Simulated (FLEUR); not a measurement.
Computed results, one entry a study.

```cif
data_mnbe3
_symmetry_space_group_name_H-M 'Pm-3m'
_symmetry_Int_Tables_number 221
_cell_length_a 3.2517
_cell_length_b 3.2517
_cell_length_c 3.2517
_cell_angle_alpha 90.000
_cell_angle_beta 90.000
_cell_angle_gamma 90.000
_cell_volume 34.38
loop_
_atom_site_label
_atom_site_type_symbol
_atom_site_symmetry_multiplicity
_atom_site_Wyckoff_symbol
_atom_site_fract_x
_atom_site_fract_y
_atom_site_fract_z
_atom_site_occupancy
Be1 Be 3 c 0.00000 0.50000 0.50000 1
Mn1 Mn 1 a 0.00000 0.00000 0.00000 1
_calc_subject 'Collinear magnetic orders of MnBe3 with FLEUR'
_calc_method 'LDA (VWN); all-electron FLAPW, Dirac cores, scalar-relativistic bands'
_calc_program 'FLEUR MaX-R8.1'
_calc_settings_of_one_run 'kmax 3.87 1/bohr, gmax 11.6 1/bohr, muffin tin radii Be: 2.12, Mn: 2.12 bohr, lmax Be: [8, 6], Mn: [8, 6], hist occupations, smearing width 0.03 eV, mixer Anderson, mixing 0.05, max iterations 90, stop 2.00e-5 me/bohr³, collinear spin, 8×8×8 k-mesh, mesh matched on, starting moments 0 0 0 3.5 μB'
_calc_cost '5 runs, 5.6 min in all on 4 MPI ranks of Intel Xeon Platinum 8488C (Sapphire Rapids), shared host (the runs of this entry)'
_calc_notes 'The run is spin-polarised, with a total moment of 0.82 μB a cell. This is the lowest of 5 finished starts, no proof of the ground state.'
_calc_lowest_state_found 'ferromagnetic (initial ferro +)'
_calc_largest_site_spin_moment '0.903 μB'
_calc_next_finished_state 'antiferromagnetic, 24.8 meV a seeded atom higher'
_calc_energy_gained_by_spin_polarisation '66.7 meV a seeded atom'
```

[Logs and program files are shortened in this print: banners, set-up blocks, solver, clock and traceback lines can be left out without a mark of their own.]

[Logs are printed without paths, hosts, clocks, repeated set-up lines and the standing remarks that a program may print on its own settings, such as how far it seeks lower states.]

[Hosts, paths, dates, database ids (printed as entryN), source tags and the programs' standing remarks are cut or masked in the printed files.]

[Where a cell is said to come from a database of computed structures, the database is the Materials Project.]
